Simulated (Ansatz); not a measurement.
# SrAlH3 (Pm-3m): a soft mode frozen in, part 2 of 3

Aim: this structure of SrAlH3 (Pm-3m) is to be tested for unstable modes, and one is followed downhill.

Ansatz 0.2.0; DFT PBEsol, scalar-relativistic, plane waves, PAW; PAW set soft_1.

So far, highest frequency on path, mesh or solved points (cm⁻¹): step 2 (phonons on a q mesh) 1451. Also lowest frequency on the path (cm⁻¹): step 2 -742.

### Step 4. The mode frozen in, largest atomic shift 0.6 Å

The atoms are moved along the unstable eigenvector, the largest shift by 0.6 Å, with the cell fixed.

input.yaml reads:

```yaml
crystal:
  lattice:
    - [-4.4956135358, 0.0, 0.0]
    - [0.0, -4.4956135358, -4.4956135358]
    - [0.0, -4.4956135358, 4.4956135358]
  atoms:
    - { symbol: Sr, position: [0.5, -0.0003420545, 0.4996579455] }
    - { symbol: Sr, position: [0.5, 0.5003420545, 0.0003420545] }
    - { symbol: Al, position: [0.0, 0.4982932768, 0.5017067232] }
    - { symbol: Al, position: [0.0, 0.0017067232, -0.0017067232] }
    - { symbol: H, position: [0.0, 0.0667317147, 0.5667317147] }
    - { symbol: H, position: [0.0, 0.4332682853, -0.0667317147] }
    - { symbol: H, position: [0.5, 0.25, 0.25] }
    - { symbol: H, position: [0.5, 0.75, 0.75] }
    - { symbol: H, position: [0.5, 0.25, 0.75] }
    - { symbol: H, position: [0.5, 0.75, 0.25] }
kpoints:
  mp_grid: { grid: [8, 6, 6] }
hamiltonian:
  xc: pbesol
  pseudopotentials: { kind: paw, azcp: { folder: soft_1 }, xc_functional: pbe }
scf:
  occupations: { method: methfessel_paxton, width: 0.2 }
output:
  forces: true
  stress: true
  eigenvalues: true
```

The run is started by

```console
> ansatz run input.yaml --threads 4 --pin off --max-ram 10240MiB --backend cpu --events-out ev --progress --plain --runs-dir out
```

What it wrote:

```text
[...]
Crystal: 10 atoms, lattice volume = 181.718 Å³
Basis set: ecut = 420 eV, 3531 PW (Γ), exchange–correlation on 64×90×90 points (8 copies of the dense FFT grid, shifted against one another)
Bands: 26, of which v1, the nominal top of the filled ones, is band 16 counted from 1 (15 counted from 0)
Symmetry: 8 space group operations
[...]
k-points: 65 of 288
[...]
k-point 0: bands = [... 12 lower, 0.7622, 0.9839, 1.5158, 2.9352, 5.0454, 5.0668, 5.0916, 5.5308, ... 6 higher]
  k-point 1: bands = [... 12 lower, 0.7860, 1.1580, 1.6135, 2.6157, 5.0477, 5.0789, 5.1780, 5.4485, ... 6 higher]
  k-point 2: bands = [... 12 lower, 0.8503, 1.2755, 1.8119, 2.0878, 5.0058, 5.0816, 5.1311, 5.4170, ... 6 higher]
  k-point 64: bands = [... 12 lower, 0.8707, 0.9720, 1.0069, 1.0865, 4.9017, 5.5875, 5.6265, 5.7267, ... 6 higher]
[key lines of the parts left out:]
SCF converged after 9 iterations
Free energy (F): -8124.528078 eV
Fermi energy:    2.894139 eV
P = ⅓ Tr σ = -1.1681 GPa (-11.681 kbar)
```

It took 7.8 s on 4 threads of Arm Neoverse V1, shared host; peak memory 0.59 GiB.

Numbers from this step:

- pressure: -1.168 GPa
- energy from the undistorted cell: -37.93 meV/atom

The energy, extrapolated to zero smearing, is -37.93 meV/atom against the undistorted cell.

The run ends at a pressure of -1.17 GPa, with forces up to 0.84 eV/Å.

### Step 5. Energy along the mode, all amplitudes (two of the runs are shown above)

An imaginary frequency means negative curvature, so the energy should fall and then rise again as anharmonic terms take over.

This step gave:

```yaml
depth_at_the_lowest_point_sampled: 37.93 meV/atom
largest_atomic_shift_at_that_point: 0.6 Å
```

Energy from the parent against largest atomic shift:

| largest atomic shift (Å) | energy from the parent (meV/atom) |
| --- | --- |
| 0.000 | 0 |
| 0.040 | -0.338 |
| 0.080 | -1.29 |
| 0.140 | -3.63 |
| 0.220 | -8.04 |
| 0.320 | -15.1 |
| 0.450 | -25.6 |
| 0.600 | -37.9 |

Displacement at unit largest shift by atom:

| atom | x (Å) | y (Å) | z (Å) | size |
| --- | --- | --- | --- | --- |
| Sr1 | 0.00 | 0.01 | 0.00 | 0.01 |
| Sr2 | 0.00 | -0.01 | 0.00 | 0.01 |
| Al3 | 0.00 | 0.00 | 0.03 | 0.03 |
| Al4 | 0.00 | 0.00 | -0.03 | 0.03 |
| H5 | 0.00 | -1.00 | 0.00 | 1.00 |
| H6 | 0.00 | 1.00 | 0.00 | 1.00 |
| H7 | 0.00 | 0.00 | 0.00 | 0.00 |
| H8 | 0.00 | 0.00 | 0.00 | 0.00 |
| H9 | 0.00 | 0.00 | 0.00 | 0.00 |
| H10 | 0.00 | 0.00 | 0.00 | 0.00 |

The energy still falls at the last step, so the rise lies beyond the steps tried.

### Step 6. Relaxing from the distorted cell

Starting from the lowest point found, all atoms and the cell are let go, so that strain and other modes of the same symmetry can join in.

Edit input.yaml of step 4 so:

```diff
@@ -27 +27,6 @@
   eigenvalues: true
+relax:
+  adjacent_minimum: "off"
+  f_tol: 0.002
+  max_steps: 120
+  cell: { stress_tol: 0.03 }
```

What it wrote:

```text
[...]
Crystal: 10 atoms, lattice volume = 181.718 Å³
Basis set: ecut = 420 eV, 3531 PW (Γ), exchange–correlation on 64×90×90 points (8 copies of the dense FFT grid, shifted against one another)
Bands: 26, of which v1, the nominal top of the filled ones, is band 16 counted from 1 (15 counted from 0)
Symmetry: 8 space group operations
[...]
k-points: 65 of 288
[...]
SCF iter   1: F=—  HF=-8128.131979 eV  |F-HF|=—  |Δ(HF+E_count)|=         —  Δρ=5.53e-2  dr2=9.83e0  ethr=3.10e-3  ⟨swp⟩=12.1  Hψ=12791  notcnv=0
[...]
SCF iter   9: F=-8124.528078 eV  HF=-8124.528078 eV  |F-HF|=3.28e-9  |Δ(HF+E_count)|=   1.54e-8  S|Δr|=    0.00e0  Δρ=1.22e-6  dr2=5.81e-9  ethr=3.13e-10  ⟨swp⟩=4.9  Hψ=5132  notcnv=0
SCF 1 converged in 9 iterations: F = -8124.528078 eV  dr2 = 5.81e-9
[...]
relax step   1: F+E_penalty+E_count = -8124.52807798 eV  Δ(F+E_penalty+E_count) = +0.000e0 eV  max|allowed force component| = 8.362e-1 eV/Å  Δτ_max = 0.0000 Å  P = -1.168 GPa  Ω = 181.718 Å³  (9 SCF iters, dr2 threshold 1.00e-7 eV, accepted)
Crystal: 10 atoms, lattice volume = 178.299 Å³
Basis set: ecut = 420 eV, 3479 PW (Γ), exchange–correlation on 64×90×90 points (8 copies of the dense FFT grid, shifted against one another)
[...]
SCF iter   6: F=-8124.994477 eV  HF=-8124.994477 eV  |F-HF|=4.10e-10  |Δ(HF+E_count)|=   7.63e-7  S|Δr|=    0.00e0  Δρ=1.12e-5  dr2=4.77e-7  ethr=3.12e-9  ⟨swp⟩=10.3  Hψ=9839  notcnv=0
SCF 2 converged in 6 iterations: F = -8124.994477 eV  dr2 = 4.77e-7
relax step   2: F+E_penalty+E_count = -8124.99447747 eV  Δ(F+E_penalty+E_count) = -4.664e-1 eV  max|allowed force component| = 8.777e-1 eV/Å  Δτ_max = 0.1950 Å  P = -1.002 GPa  Ω = 178.299 Å³  energy of the carried Pulay correction = +9.481e-4 eV  (6 SCF iters, dr2 threshold 1.00e-6 eV, accepted)
Crystal: 10 atoms, lattice volume = 176.364 Å³
Basis set: ecut = 420 eV, 3423 PW (Γ), exchange–correlation on 64×90×90 points (8 copies of the dense FFT grid, shifted against one another)
[...]
SCF iter   7: F=-8125.594306 eV  HF=-8125.594306 eV  |F-HF|=1.74e-8  |Δ(HF+E_count)|=   3.79e-7  S|Δr|=    0.00e0  Δρ=5.92e-6  dr2=1.75e-7  ethr=3.12e-9  ⟨swp⟩=11.3  Hψ=9833  notcnv=0
SCF 3 converged in 7 iterations: F = -8125.594306 eV  dr2 = 1.75e-7
relax step   3: F+E_penalty+E_count = -8125.59430631 eV  Δ(F+E_penalty+E_count) = -5.998e-1 eV  max|allowed force component| = 8.663e-1 eV/Å  Δτ_max = 0.1949 Å  P = -1.209 GPa  Ω = 176.364 Å³  energy of the carried Pulay correction = +1.493e-3 eV  (7 SCF iters, dr2 threshold 1.00e-6 eV, accepted)
[... from here on, the SCF cycles and remarks between the steps are left out ...]
relax step   4: F+E_penalty+E_count = -8126.15460063 eV  Δ(F+E_penalty+E_count) = -5.603e-1 eV  max|allowed force component| = 6.282e-1 eV/Å  Δτ_max = 0.1949 Å  P = -1.049 GPa  Ω = 173.992 Å³  energy of the carried Pulay correction = +2.169e-3 eV  (7 SCF iters, dr2 threshold 1.00e-6 eV, accepted)
relax step   5: F+E_penalty+E_count = -8126.40396872 eV  Δ(F+E_penalty+E_count) = -2.494e-1 eV  max|allowed force component| = 1.091e-1 eV/Å  Δτ_max = 0.1952 Å  P = -0.292 GPa  Ω = 169.207 Å³  energy of the carried Pulay correction = +3.560e-3 eV  (6 SCF iters, dr2 threshold 1.00e-6 eV, accepted)
relax step   6: F+E_penalty+E_count = -8126.49273529 eV  Δ(F+E_penalty+E_count) = -8.877e-2 eV  max|allowed force component| = 1.870e-1 eV/Å  Δτ_max = 0.0256 Å  P = -0.074 GPa  Ω = 162.807 Å³  energy of the carried Pulay correction = +5.481e-3 eV  (6 SCF iters, dr2 threshold 1.00e-6 eV, accepted)
relax step   7: F+E_penalty+E_count = -8126.48350678 eV  Δ(F+E_penalty+E_count) = +9.229e-3 eV  max|allowed force component| = 3.390e-1 eV/Å  Δτ_max = 0.0622 Å  P = -0.385 GPa  Ω = 157.500 Å³  energy of the carried Pulay correction = +7.129e-3 eV  (6 SCF iters, dr2 threshold 1.00e-6 eV, rejected (line search))
relax step   8: F+E_penalty+E_count = -8126.51007832 eV  Δ(F+E_penalty+E_count) = -1.734e-2 eV  max|allowed force component| = 2.911e-2 eV/Å  Δτ_max = 0.0287 Å  P = -0.016 GPa  Ω = 159.368 Å³  energy of the carried Pulay correction = +6.543e-3 eV  (10 SCF iters, accepted)
relax step   9: F+E_penalty+E_count = -8126.51050668 eV  Δ(F+E_penalty+E_count) = -4.284e-4 eV  max|allowed force component| = 3.046e-3 eV/Å  Δτ_max = 0.0071 Å  P = -0.033 GPa  Ω = 159.132 Å³  energy of the carried Pulay correction = +6.617e-3 eV  (5 SCF iters, dr2 threshold 5.30e-8 eV, accepted)
relax step  10: F+E_penalty+E_count = -8126.51061207 eV  Δ(F+E_penalty+E_count) = -1.054e-4 eV  max|allowed force component| = 1.291e-3 eV/Å  Δτ_max = 0.0007 Å  P = +0.006 GPa  Ω = 158.909 Å³  energy of the carried Pulay correction = +6.686e-3 eV  (5 SCF iters, dr2 threshold 1.18e-8 eV, accepted)
relax step  11: F+E_penalty+E_count = -8126.50802417 eV  Δ(F+E_penalty+E_count) = +2.588e-3 eV  max|allowed force component| = 1.455e-3 eV/Å  Δτ_max = 0.0000 Å  P = -0.009 GPa  Ω = 158.909 Å³  stress off target by 3.81e-2 GPa  SCF on the basis re-selected at this cell (its energy is not comparable with the rows above)  (6 SCF iters)
relax step  12: F+E_penalty+E_count = -8126.50810441 eV  Δ(F+E_penalty+E_count) = -8.025e-5 eV  max|allowed force component| = 2.390e-4 eV/Å  Δτ_max = 0.0004 Å  P = +0.000 GPa  Ω = 158.747 Å³  energy of the carried Pulay correction = +5.647e-5 eV  (5 SCF iters, dr2 threshold 3.63e-9 eV, accepted)
[...]
SCF iter   6: F=-8126.508044 eV  HF=-8126.508044 eV  |F-HF|=8.19e-12  |Δ(HF+E_count)|=  2.46e-11  S|Δr|=    0.00e0  Δρ=1.73e-7  dr2=2.25e-11  ethr=1.00e-12  ⟨swp⟩=4.0  Hψ=5951  notcnv=0
SCF 13 converged in 6 iterations: F = -8126.508044 eV  dr2 = 2.25e-11
relax step  13: F+E_penalty+E_count = -8126.50804397 eV  Δ(F+E_penalty+E_count) = +6.044e-5 eV  max|allowed force component| = 2.275e-4 eV/Å  Δτ_max = 0.0000 Å  P = -0.000 GPa  Ω = 158.747 Å³  stress off target by 3.41e-3 GPa  SCF on the basis re-selected at this cell (its energy is not comparable with the rows above)  (6 SCF iters)
[...]
SCF converged after 6 iterations
[...]
Free energy (F): -8126.508044 eV
[...]
Internal energy: -8126.510154 eV  (E = F + TS)
E sigma→0 (E₀):  -8126.508571 eV
Entropy (-TS):   0.002110 eV (0.211 meV/atom)
Fermi energy:    4.383727 eV
[...]
--- Forces (eV/Å), atoms counted from 1 ---
  atom   1  Sr     0.00000000    -0.00022754     0.00000000
  atom   2  Sr     0.00000000     0.00022754    -0.00000000
  atom   3  Al     0.00000000     0.00000000     0.00000868
  atom   4  Al     0.00000000    -0.00000000    -0.00000868
  atom   5  H      0.00000000    -0.00000525     0.00000000
  atom   6  H      0.00000000     0.00000525    -0.00000000
  atom   7  H     -0.00000000    -0.00000000     0.00000000
  atom   8  H     -0.00000000    -0.00000000     0.00000000
  atom   9  H      0.00000000     0.00000000     0.00000000
  atom  10  H      0.00000000     0.00000000     0.00000000
  max |Σ_I F_I| component: 3.94e-30 eV/Å
--- Stress (GPa, compression-positive) ---
       -0.003414      -0.000000      -0.000000
       -0.000000       0.001557      -0.000000
       -0.000000      -0.000000       0.001194
  P = ⅓ Tr σ = -0.0002 GPa (-0.002 kbar)
--- Band table (eV; the first three rows and the last of 65) ---
  k-point 0: bands = [... 12 lower, 1.8450, 2.0823, 2.7573, 5.0787, 6.2790, 6.5855, 6.7151, 6.8045, ... 6 higher]
  k-point 1: bands = [... 12 lower, 1.9498, 2.0949, 2.7623, 4.6541, 6.3766, 6.5308, 6.5705, 7.1142, ... 6 higher]
  k-point 2: bands = [... 12 lower, 2.1151, 2.2921, 2.7937, 3.9444, 6.2933, 6.4917, 6.5402, 6.8411, ... 6 higher]
  k-point 64: bands = [... 12 lower, 1.3596, 2.2601, 2.5124, 3.6943, 6.3572, 6.3793, 6.5621, 7.3406, ... 6 higher]
--- Relaxed structure (11 steps of the walk, 10 accepted, 2 SCFs on fresh bases) ---
  F+E_penalty+E_count = -8126.50804397 eV   max|allowed force component| = 2.275e-4 eV/Å   (the final SCF, on the basis selected at the relaxed cell)
  cell:  # Å, volume = 158.7468 Å³
    - [-3.836309, 0.0, 0.0]
    - [0.0, -4.675210, -4.425480]
    - [0.0, -4.675210, 4.425480]
  atoms:
    - { symbol: Sr, position: [0.5, -0.021941, 0.478059] }
    - { symbol: Sr, position: [0.5, 0.521941, 0.021941] }
    - { symbol: Al, position: [0, 0.422657, 0.577343] }
    - { symbol: Al, position: [0, 0.077343, -0.077343] }
    - { symbol: H, position: [0, 0.130129, 0.630129] }
    - { symbol: H, position: [0, 0.369871, -0.130129] }
    - { symbol: H, position: [0.5, 0.250000, 0.250000] }
    - { symbol: H, position: [0.5, 0.750000, 0.750000] }
    - { symbol: H, position: [0.5, 0.25, 0.750000] }
    - { symbol: H, position: [0.5, 0.750000, 0.25] }
```

Wall time 76 s (4 threads); peak memory 0.63 GiB; 4.9 min of CPU time.

Relaxation path:

| step | energy less that of the first step (eV) | largest force component (eV/Å) | pressure (GPa) | volume (Å³) |
| --- | --- | --- | --- | --- |
| 1 | 0.0000 | 0.8362 | -1.17 | 181.72 |
| 2 | -0.4664 | 0.8777 | -1.00 | 178.30 |
| 3 | -1.0662 | 0.8663 | -1.21 | 176.36 |
| 4 | -1.6265 | 0.6282 | -1.05 | 173.99 |
| 5 | -1.8759 | 0.1091 | -0.29 | 169.21 |
| 6 | -1.9647 | 0.1870 | -0.07 | 162.81 |
| 7 | -1.9554 | 0.3390 | -0.38 | 157.50 |
| 8 | -1.9820 | 0.0291 | -0.02 | 159.37 |
| 9 | -1.9824 | 0.0030 | -0.03 | 159.13 |
| 10 | -1.9825 | 0.0013 | 0.01 | 158.91 |
| 11* | -1.9799 | 0.0015 | -0.01 | 158.91 |
| 12 | -1.9800 | 0.0002 | 0.00 | 158.75 |
| 13* | -1.9800 | 0.0002 | 0.00 | 158.75 |

Relaxation steps marked * repeat the geometry before them on a plane-wave basis chosen anew for their cell, so energy and pressure can jump there. Relaxation step 7 was tried and not accepted.

The run keeps the 8 symmetry operations that the program found, so distortions that break them were not tested.

| cell as run | before | after | change |
| --- | --- | --- | --- |
| a (Å) | 4.496 | 3.836 | -14.7 % |
| b (Å) | 6.358 | 6.438 | +1.3 % |
| c (Å) | 6.358 | 6.438 | +1.3 % |
| α (°) | 90.00 | 86.86 | -3.5 % |
| volume (Å³/atom) | 18.17 | 15.87 | -12.6 % |

The atoms that moved most (Å, as changes of fractional coordinates times the final cell):

| atom | dx | dy | dz | length |
| --- | --- | --- | --- | --- |
| Al4 | 0.000 | 0.000 | -0.669 | 0.669 |
| Al3 | 0.000 | 0.000 | 0.669 | 0.669 |
| H6 | 0.000 | 0.593 | 0.000 | 0.593 |
| H5 | 0.000 | -0.593 | 0.000 | 0.593 |
| Sr1 | 0.000 | 0.202 | 0.000 | 0.202 |
| Sr2 | 0.000 | -0.202 | 0.000 | 0.202 |

This step gave:

- pressure: -2.21e-4 GPa
- volume per atom: 15.87 Å³

The distorted start has space group Cmmm; the relaxation ends in Cmmm.

### Step 7. The new phase in its own primitive cell

The relaxed structure is symmetrised, reduced to its primitive cell and relaxed tightly, as its phonons need.

input.yaml, the sections that differ from step 6:

```yaml
crystal:
  lattice:
    - [4.4254798693, -4.6752095705, 0.0]
    - [4.4254798693, 4.6752095705, 0.0]
    - [0.0, 0.0, 3.8363094551]
  atoms:
    - { symbol: Sr, position: [0.2719408941, 0.7280591059, 0.5] }
    - { symbol: Sr, position: [0.7280591059, 0.2719408941, 0.5] }
    - { symbol: Al, position: [0.1726570781, 0.1726570781, 0.0] }
    - { symbol: Al, position: [0.8273429219, 0.8273429219, 0.0] }
    - { symbol: H, position: [0.1198706148, 0.8801293852, 0.0] }
    - { symbol: H, position: [0.8801293852, 0.1198706148, 0.0] }
    - { symbol: H, position: [0.5, 0.0, 0.5] }
    - { symbol: H, position: [0.0, 0.5, 0.5] }
    - { symbol: H, position: [0.0, 0.0, 0.5] }
    - { symbol: H, position: [0.5, 0.5, 0.5] }
kpoints:
  mp_grid: { grid: [6, 6, 10] }
relax:
  adjacent_minimum: "off"
  f_tol: 0.001
  max_steps: 60
  cell: { stress_tol: 0.01 }
# hamiltonian, scf, output: as in step 6
```

What it wrote:

```text
[...]
Crystal: 10 atoms, lattice volume = 158.747 Å³
Basis set: ecut = 420 eV, 3145 PW (Γ), exchange–correlation on 90×90×54 points (8 copies of the dense FFT grid, shifted against one another)
Bands: 26, of which v1, the nominal top of the filled ones, is band 16 counted from 1 (15 counted from 0)
Symmetry: 8 space group operations
[...]
k-points: 78 of 360
[...]
- { symbol: Sr, position: [0.728081, 0.271919, 0.500000] }
    - { symbol: Al, position: [0.172627, 0.172627, 0.0] }
    - { symbol: Al, position: [0.827373, 0.827373, 0.0] }
    - { symbol: H, position: [0.119853, 0.880147, 0.0] }
    - { symbol: H, position: [0.880147, 0.119853, 0.0] }
    - { symbol: H, position: [0.5, 0.0, 0.500000] }
    - { symbol: H, position: [0.0, 0.5, 0.500000] }
    - { symbol: H, position: [0, 0, 0.500000] }
    - { symbol: H, position: [0.5, 0.5, 0.500000] }
[key lines of the parts left out:]
SCF converged after 7 iterations
Free energy (F): -8126.510803 eV
Fermi energy:    4.397915 eV
P = ⅓ Tr σ = -0.0029 GPa (-0.029 kbar)
```

Wall time 32 s (4 threads); peak memory 0.62 GiB; 2.1 min of CPU time.

Step by step:

| step | energy less that of the first step (eV) | largest force component (eV/Å) | pressure (GPa) | volume (Å³) |
| --- | --- | --- | --- | --- |
| 1 | 0.0000 | 0.0034 | -0.01 | 158.75 |
| 2 | 0.0000 | 0.0120 | 0.00 | 158.62 |
| 3 | -0.0001 | 0.0029 | -0.01 | 158.61 |
| 4 | -0.0001 | 0.0010 | 0.00 | 158.61 |
| 5* | 0.0000 | 0.0010 | 0.00 | 158.61 |

Relaxation steps marked * repeat the geometry before them on a plane-wave basis chosen anew for their cell, so energy and pressure can jump there.

The run keeps the 8 symmetry operations that the program found, so distortions that break them were not tested.

| conventional cell, symmetrised | before | after | change |
| --- | --- | --- | --- |
| a (Å) | 8.851 | 8.852 | +0.0 % |
| b (Å) | 9.350 | 9.352 | +0.0 % |
| c (Å) | 3.836 | 3.832 | -0.1 % |
| volume (Å³/atom) | 15.87 | 15.86 | -0.1 % |

This step gave:

```yaml
pressure: -0.002926 GPa
volume_per_atom: 15.86 Å³
```

The largest force component left is 0.96 meV/Å and the pressure is -0.003 GPa, within the tolerances set. The cell now holds 15.86 Å³/atom.

(Part 2 of 3 ends here.)

[Long decimals in the printed logs are rounded to 6 places.]

[Logs are printed without paths, hosts, clocks, repeated set-up lines and the standing remarks that a program may print on its own settings, such as how far it seeks lower states.]

[Hosts, paths, dates, database ids (printed as entryN), source tags and the programs' standing remarks are cut or masked in the printed files.]

[Where the starting crystal was built by hand or by swapping elements, it need not be the compound's stable phase.]
